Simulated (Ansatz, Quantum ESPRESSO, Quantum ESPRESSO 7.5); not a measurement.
**Ballistic transmission: vacuum gap of 4.0 Å between two Na(100) faces**

Wanted: the transmission near the Fermi level and the conductance of this junction: vacuum gap of 4.0 Å between two Na(100) faces.

Main program and level: Quantum ESPRESSO 7.5; plane-wave DFT, PBE, GBRV ultrasoft pseudopotentials (cross-check by Ansatz 0.2.0 with PAW datasets).

**1. The starting structure**

The cell holds 16 atoms: 16 Na. Cell: a = 4.200 Å, b = 4.200 Å, c = 35.500 Å, α = 90.0°, β = 90.0°, γ = 90.0°. It derives from Na. Regions: left lead, 8 atoms (8 Na); right lead, 8 atoms (8 Na). The structure is stacked along c, and the current runs across the ab planes.

**2. Ground state**

One periodic cell holds a stretch of lead, the junction and more lead; the atoms stay as built.

The input, scf.in:

```
&control
  prefix = 'scf'
  outdir = './out'
  pseudo_dir = './pseudo'
  calculation = 'scf'
  tprnfor = .true.
/
&system
  ibrav = 0
  nat = 16
  ntyp = 1
  ecutwfc = 40
  ecutrho = 200
  occupations = 'smearing'
  smearing = 'mv'
  degauss = 0.01
/
&electrons
  conv_thr = 1e-07
  mixing_beta = 0.25
  electron_maxstep = 120
  mixing_mode = 'local-TF'
/
ATOMIC_SPECIES
  Na  22.9898  na_pbe_v1.5.uspp.F.UPF
CELL_PARAMETERS angstrom
  4.20000000000000 0.00000000000000 0.00000000000000
  0.00000000000000 4.20000000000000 0.00000000000000
  0.00000000000000 0.00000000000000 35.50000000000000
ATOMIC_POSITIONS crystal
  Na  0.000000000000 0.000000000000 0.000000000000
  Na  0.500000000000 0.500000000000 0.059154929577
  Na  0.000000000000 0.000000000000 0.118309859155
  Na  0.500000000000 0.500000000000 0.177464788732
  Na  0.000000000000 0.000000000000 0.236619718310
  Na  0.500000000000 0.500000000000 0.295774647887
  Na  0.000000000000 0.000000000000 0.354929577465
  Na  0.500000000000 0.500000000000 0.414084507042
  Na  0.000000000000 0.000000000000 0.526760563380
  Na  0.500000000000 0.500000000000 0.585915492958
  Na  0.000000000000 0.000000000000 0.645070422535
  Na  0.500000000000 0.500000000000 0.704225352113
  Na  0.000000000000 0.000000000000 0.763380281690
  Na  0.500000000000 0.500000000000 0.822535211268
  Na  0.000000000000 0.000000000000 0.881690140845
  Na  0.500000000000 0.500000000000 0.940845070423
K_POINTS automatic
  6 6 1 0 0 0
```

Run with:

```bash
OMP_NUM_THREADS=1 mpirun -n 4 pw.x -nk 2 -in scf.in > scf.out
```

What it wrote:

```text
Program PWSCF v.7.5 starts
[citation notice left out]

     Parallel version (MPI & OpenMP), running on       4 processor cores
     Number of MPI processes:                 4
     Threads/MPI process:                     1

     MPI processes distributed on     1 nodes
[...]
Current dimensions of program PWSCF are:
     Max number of different atomic species (ntypx) = 10
     Max number of k-points (npk) =  40000
     Max angular momentum in pseudopotentials (lmaxx) =  4
     Message from routine setup:
     using ibrav=0 with symmetry is DISCOURAGED, use correct ibrav instead

     K-points division:     npool     =       2
     R & G space division:  proc/nbgrp/npool/nimage =       2
     Subspace diagonalization in iterative solution of the eigenvalue problem:
     a serial algorithm will be used

     Parallelization info
     --------------------
     sticks:   dense  smooth     PW     G-vecs:    dense   smooth      PW
     Min         498     396    120               100816    72098   11692
     Max         499     397    121               100833    72125   11711
     Sum         997     793    241               201649   144223   23403

     Using Slab Decomposition

     bravais-lattice index     =            0
     lattice parameter (alat)  =       7.9368  a.u.
     unit-cell volume          =    4225.9420 (a.u.)^3
     number of atoms/cell      =           16
     number of atomic types    =            1
     number of electrons       =       144.00
     number of Kohn-Sham states=           86
     kinetic-energy cutoff     =      40.0000  Ry
     charge density cutoff     =     200.0000  Ry
     scf convergence threshold =      1.0E-07
     mixing beta               =       0.2500
     number of iterations used =            8  local-TF  mixing
     Exchange-correlation=  SLA  PW   PBX  PBC
                           (   1   4   3   4   0   0   0)

     celldm(1)=   7.936850  celldm(2)=   0.000000  celldm(3)=   0.000000
     celldm(4)=   0.000000  celldm(5)=   0.000000  celldm(6)=   0.000000

     crystal axes: (cart. coord. in units of alat)
               a(1) = (   1.000000   0.000000   0.000000 )
               a(2) = (   0.000000   1.000000   0.000000 )
               a(3) = (   0.000000   0.000000   8.452381 )

     reciprocal axes: (cart. coord. in units 2 pi/alat)
               b(1) = (  1.000000  0.000000  0.000000 )
               b(2) = (  0.000000  1.000000  0.000000 )
               b(3) = (  0.000000  0.000000  0.118310 )

     PseudoPot. # 1 for Na read from file:
     ./pseudo/na_pbe_v1.5.uspp.F.UPF
     Pseudo is Ultrasoft, Zval =  9.0
     Generated by new atomic code, or converted to UPF format
     Using radial grid of  819 points,  5 beta functions with:
                l(1) =   0
                l(2) =   0
                l(3) =   1
                l(4) =   1
                l(5) =   2
     Q(r) pseudized with  8 coefficients,  rinner =    1.250   1.250   1.250
                                                       1.250   1.250

     atomic species   valence    mass     pseudopotential
     Na                9.00    22.98980     Na( 1.00)

      8 Sym. Ops. (no inversion) found

   Cartesian axes

     site n.     atom                  positions (alat units)
         1        Na     tau(   1) = (   0.0000000   0.0000000   0.0000000  )
         2        Na     tau(   2) = (   0.5000000   0.5000000   0.5000000  )
         3        Na     tau(   3) = (   0.0000000   0.0000000   1.0000000  )
         4        Na     tau(   4) = (   0.5000000   0.5000000   1.5000000  )
         5        Na     tau(   5) = (   0.0000000   0.0000000   2.0000000  )
         6        Na     tau(   6) = (   0.5000000   0.5000000   2.5000000  )
         7        Na     tau(   7) = (   0.0000000   0.0000000   3.0000000  )
         8        Na     tau(   8) = (   0.5000000   0.5000000   3.5000000  )
         9        Na     tau(   9) = (   0.0000000   0.0000000   4.4523810  )
        10        Na     tau(  10) = (   0.5000000   0.5000000   4.9523810  )
        11        Na     tau(  11) = (   0.0000000   0.0000000   5.4523810  )
        12        Na     tau(  12) = (   0.5000000   0.5000000   5.9523810  )
        13        Na     tau(  13) = (   0.0000000   0.0000000   6.4523810  )
        14        Na     tau(  14) = (   0.5000000   0.5000000   6.9523810  )
        15        Na     tau(  15) = (   0.0000000   0.0000000   7.4523810  )
        16        Na     tau(  16) = (   0.5000000   0.5000000   7.9523810  )

     number of k points=    10  Marzari-Vanderbilt smearing, width (Ry)=  0.0100
                       cart. coord. in units 2pi/alat
        k(    1) = (   0.0000000   0.0000000   0.0000000), wk =   0.0555556
        k(    2) = (   0.0000000   0.1666667   0.0000000), wk =   0.2222222
        k(    3) = (   0.0000000   0.3333333   0.0000000), wk =   0.2222222
        k(    4) = (   0.0000000  -0.5000000   0.0000000), wk =   0.1111111
        k(    5) = (   0.1666667   0.1666667   0.0000000), wk =   0.2222222
        k(    6) = (   0.1666667   0.3333333   0.0000000), wk =   0.4444444
        k(    7) = (   0.1666667  -0.5000000   0.0000000), wk =   0.2222222
        k(    8) = (   0.3333333   0.3333333   0.0000000), wk =   0.2222222
        k(    9) = (   0.3333333  -0.5000000   0.0000000), wk =   0.2222222
        k(   10) = (  -0.5000000  -0.5000000   0.0000000), wk =   0.0555556

     Dense  grid:   201649 G-vectors     FFT dimensions: (  36,  36, 320)

     Smooth grid:   144223 G-vectors     FFT dimensions: (  32,  32, 288)

     Estimated max dynamical RAM per process >     274.19 MB

     Estimated total dynamical RAM >       1.02 GB

     Initial potential from superposition of free atoms

     starting charge     143.8994, renormalised to     144.0000
     Starting wfcs are   80 randomized atomic wfcs +    6 random wfcs

     total cpu time spent up to now is        2.3 secs

     per-process dynamical memory:   146.5 Mb

     Self-consistent Calculation

     iteration #  1     ecut=    40.00 Ry     beta= 0.25
     Davidson diagonalization with overlap
     ethr =  1.00E-02,  avg # of iterations =  5.7

     Threshold (ethr) on eigenvalues was too large:
     Diagonalizing with lowered threshold

     Davidson diagonalization with overlap
     ethr =  2.51E-04,  avg # of iterations =  8.0

     total cpu time spent up to now is       16.8 secs

     total energy              =   -1525.51619798 Ry
     estimated scf accuracy    <       0.36902298 Ry

     iteration #  2     ecut=    40.00 Ry     beta= 0.25
[...]
total energy              =   -1525.50624556 Ry
     estimated scf accuracy    <       0.00000113 Ry

     iteration # 10     ecut=    40.00 Ry     beta= 0.25
[...]
total energy              =   -1525.50624617 Ry
     estimated scf accuracy    <       0.00000024 Ry

     iteration # 11     ecut=    40.00 Ry     beta= 0.25
[...]
End of self-consistent calculation

          k = 0.0000 0.0000 0.0000 ( 17903 PWs)   bands (ev):

   -51.9191 -51.9191 -51.6448 -51.6448 -51.6430 -51.6430 -51.6274 -51.6274
   -51.6229 -51.6229 -51.6116 -51.6098 -51.6085 -51.6085 -51.5727 -51.5727
   -23.8378 -23.8371 -23.8344 -23.8344 -23.8343 -23.8343 -23.5747 -23.5747
   -23.5703 -23.5703 -23.5703 -23.5703 -23.5633 -23.5633 -23.5576 -23.5576
   -23.5576 -23.5576 -23.5500 -23.5498 -23.5482 -23.5482 -23.5469 -23.5469
   -23.5465 -23.5465 -23.5455 -23.5455 -23.5454 -23.5454 -23.5389 -23.5340
   -23.5340 -23.5316 -23.5285 -23.5277 -23.5277 -23.5261 -23.5261 -23.5228
   -23.5212 -23.5212 -23.4951 -23.4950 -23.4897 -23.4897 -23.4897 -23.4897
    -1.8618  -1.7658  -1.6486  -1.3918  -1.1913  -0.7584  -0.5540   0.1151
     0.2737   1.2097   1.2880   2.5082   2.5096   3.9427   3.9704   5.4867
     5.5524   5.9396   6.0306   6.1506   6.3165   6.3166

          k = 0.0000 0.1667 0.0000 ( 17974 PWs)   bands (ev):

   -51.9191 -51.9190 -51.6447 -51.6447 -51.6431 -51.6431 -51.6274 -51.6273
   -51.6228 -51.6228 -51.6115 -51.6099 -51.6085 -51.6085 -51.5727 -51.5727
   -23.8377 -23.8371 -23.8357 -23.8356 -23.8343 -23.8342 -23.5754 -23.5754
   -23.5728 -23.5728 -23.5691 -23.5691 -23.5623 -23.5623 -23.5587 -23.5587
   -23.5579 -23.5579 -23.5520 -23.5508 -23.5495 -23.5492 -23.5468 -23.5466
   -23.5465 -23.5464 -23.5464 -23.5459 -23.5458 -23.5454 -23.5374 -23.5364
   -23.5335 -23.5299 -23.5294 -23.5277 -23.5275 -23.5273 -23.5265 -23.5225
   -23.5221 -23.5218 -23.4946 -23.4946 -23.4907 -23.4907 -23.4901 -23.4901
    -1.6176  -1.5220  -1.4054  -1.1497  -0.9500  -0.5189  -0.3154   0.3511
     0.5086   1.4405   1.5171   2.7242   2.7255   3.9022   3.9070   3.9403
     4.2227   4.4417   4.4886   4.6170   5.0017   5.2071

          k = 0.0000 0.3333 0.0000 ( 18026 PWs)   bands (ev):

   -51.9190 -51.9190 -51.6443 -51.6443 -51.6434 -51.6434 -51.6273 -51.6273
   -51.6227 -51.6227 -51.6111 -51.6102 -51.6085 -51.6085 -51.5727 -51.5726
   -23.8383 -23.8382 -23.8374 -23.8370 -23.8340 -23.8339 -23.5779 -23.5779
   -23.5758 -23.5758 -23.5660 -23.5660 -23.5620 -23.5620 -23.5604 -23.5604
   -23.5593 -23.5593 -23.5552 -23.5550 -23.5523 -23.5516 -23.5478 -23.5478
   -23.5466 -23.5466 -23.5462 -23.5462 -23.5437 -23.5432 -23.5387 -23.5371
   -23.5322 -23.5312 -23.5294 -23.5278 -23.5276 -23.5275 -23.5272 -23.5259
   -23.5218 -23.5218 -23.4938 -23.4938 -23.4924 -23.4924 -23.4908 -23.4908
    -0.8918  -0.7975  -0.6824  -0.4299  -0.2322   0.1931   0.3945   1.0512
     1.2062   1.9164   2.0042   2.0882   2.1366   2.1729   2.3403   2.5240
     3.0047   3.2194   3.4941   3.5049   3.8485   3.9988

          k = 0.0000-0.5000 0.0000 ( 18020 PWs)   bands (ev):

   -51.9190 -51.9190 -51.6439 -51.6439 -51.6437 -51.6437 -51.6273 -51.6273
   -51.6227 -51.6227 -51.6107 -51.6107 -51.6085 -51.6085 -51.5726 -51.5726
   -23.8395 -23.8395 -23.8371 -23.8371 -23.8338 -23.8338 -23.5793 -23.5793
   -23.5771 -23.5771 -23.5630 -23.5630 -23.5618 -23.5618 -23.5615 -23.5615
   -23.5615 -23.5614 -23.5568 -23.5568 -23.5532 -23.5532 -23.5481 -23.5481
   -23.5469 -23.5469 -23.5463 -23.5463 -23.5418 -23.5418 -23.5391 -23.5391
   -23.5300 -23.5300 -23.5298 -23.5297 -23.5279 -23.5279 -23.5275 -23.5275
   -23.5218 -23.5218 -23.4934 -23.4934 -23.4932 -23.4932 -23.4911 -23.4911
     0.2965   0.2965   0.3885   0.3885   0.5016   0.5016   0.7475   0.7475
     0.9438   0.9438   1.3557   1.3557   1.5556   1.5556   2.1015   2.1015
     2.4971   2.4971   3.3023   3.3023   3.4207   3.4207

          k = 0.1667 0.1667 0.0000 ( 18039 PWs)   bands (ev):

   -51.9190 -51.9190 -51.6445 -51.6445 -51.6432 -51.6432 -51.6273 -51.6273
   -51.6228 -51.6228 -51.6113 -51.6100 -51.6085 -51.6085 -51.5727 -51.5727
   -23.8375 -23.8371 -23.8356 -23.8355 -23.8355 -23.8355 -23.5754 -23.5754
   -23.5722 -23.5722 -23.5718 -23.5718 -23.5609 -23.5609 -23.5599 -23.5599
   -23.5585 -23.5585 -23.5520 -23.5504 -23.5500 -23.5497 -23.5483 -23.5477
   -23.5477 -23.5476 -23.5463 -23.5463 -23.5458 -23.5457 -23.5369 -23.5355
   -23.5351 -23.5296 -23.5292 -23.5290 -23.5288 -23.5268 -23.5265 -23.5231
   -23.5226 -23.5215 -23.4944 -23.4944 -23.4912 -23.4912 -23.4906 -23.4906
    -1.3746  -1.2794  -1.1633  -0.9087  -0.7097  -0.2805  -0.0778   0.5859
     0.7425   1.6699   1.7450   2.9384   2.9418   3.9138   3.9989   4.1088
     4.1723   4.1765   4.3355   4.4173   4.5360   4.7433

          k = 0.1667 0.3333 0.0000 ( 18058 PWs)   bands (ev):

   -51.9190 -51.9190 -51.6442 -51.6442 -51.6434 -51.6434 -51.6273 -51.6273
   -51.6227 -51.6227 -51.6110 -51.6103 -51.6085 -51.6085 -51.5726 -51.5726
   -23.8382 -23.8381 -23.8372 -23.8369 -23.8353 -23.8352 -23.5773 -23.5773
   -23.5749 -23.5749 -23.5700 -23.5700 -23.5631 -23.5630 -23.5599 -23.5599
   -23.5583 -23.5583 -23.5538 -23.5534 -23.5526 -23.5510 -23.5492 -23.5489
   -23.5480 -23.5478 -23.5475 -23.5463 -23.5451 -23.5451 -23.5389 -23.5358
   -23.5340 -23.5315 -23.5300 -23.5298 -23.5275 -23.5270 -23.5266 -23.5248
   -23.5227 -23.5221 -23.4942 -23.4942 -23.4925 -23.4925 -23.4913 -23.4913
    -0.6521  -0.5582  -0.4435  -0.1922   0.0050   0.4282   0.6291   1.2823
     1.4367   2.1396   2.2265   2.3116   2.3589   2.3956   2.5603   2.7435
     3.2207   3.4374   3.6920   3.7047   4.0572   4.2108

[...]
the Fermi energy is     1.3671 ev

!    total energy              =   -1525.50624679 Ry
     estimated scf accuracy    <       0.00000005 Ry
     smearing contrib. (-TS)   =      -0.00058849 Ry
     internal energy E=F+TS    =   -1525.50565830 Ry

     The total energy is F=E-TS. E is the sum of the following terms:
     one-electron contribution =   -1560.71442083 Ry
     hartree contribution      =     785.20148053 Ry
     xc contribution           =    -228.91907260 Ry
     ewald contribution        =    -521.07364540 Ry

     convergence has been achieved in  11 iterations

     Forces acting on atoms (cartesian axes, Ry/au):

     atom    1 type  1   force =     0.00000000    0.00000000    0.00010682
     atom    2 type  1   force =     0.00000000    0.00000000   -0.00035979
     atom    3 type  1   force =     0.00000000    0.00000000    0.00091195
     atom    4 type  1   force =     0.00000000    0.00000000   -0.00038288
     atom    5 type  1   force =     0.00000000    0.00000000   -0.00064947
     atom    6 type  1   force =     0.00000000    0.00000000    0.00019785
     atom    7 type  1   force =     0.00000000    0.00000000   -0.00047589
     atom    8 type  1   force =     0.00000000    0.00000000    0.00579282
     atom    9 type  1   force =     0.00000000    0.00000000   -0.00579821
     atom   10 type  1   force =     0.00000000    0.00000000    0.00047429
     atom   11 type  1   force =     0.00000000    0.00000000   -0.00019736
     atom   12 type  1   force =     0.00000000    0.00000000    0.00065240
     atom   13 type  1   force =     0.00000000    0.00000000    0.00037987
     atom   14 type  1   force =     0.00000000    0.00000000   -0.00091044
     atom   15 type  1   force =     0.00000000    0.00000000    0.00036816
     atom   16 type  1   force =     0.00000000    0.00000000   -0.00011012

     Total force =     0.008414     Total SCF correction =     0.000415

[...]
=------------------------------------------------------------------------------=
   JOB DONE.
=------------------------------------------------------------------------------=
```

Wall time 81 s (4 MPI ranks of Arm Neoverse V2, shared host); peak memory 1.1 GiB; 5.4 min of CPU time.

This step gave:

- free energy: -20755.5699 eV
- Fermi energy: 1.367 eV

The program's own clock; routines nest. Time by routine:

```csv
routine,wall time (s),calls
PWSCF,80.33,1
electrons,76.56,1
c_bands,64.88,12
cegterg,60.17,60
h_psi,32.65,260
fftw,19.04,28202
vloc_psi,18.06,260
calbec,11.13,340
sum_band,8.79,12
h_psi:calbec,7.04,260
add_vuspsi,7.03,260
s_psi,7.02,260
init_run,2.22,1
wfcinit,1.91,1
```

The run needed 11 iterations to bring the estimated error under 1e-07 Ry; the largest force on any atom, held or free, is 0.15 eV/Å.

(Part 1 of 3 ends here.)

[Logs are printed without paths, hosts, clocks, repeated set-up lines and the standing remarks that a program may print on its own settings, such as how far it seeks lower states.]

[Hosts, paths, dates, database ids (printed as entryN), source tags and the programs' standing remarks are cut or masked in the printed files.]

[Maps of the electrostatic potential energy from Ansatz leave out the sawtooth potential of an applied field or a dipole correction, so their vacuum need not be flat; planar profiles and work functions include it.]
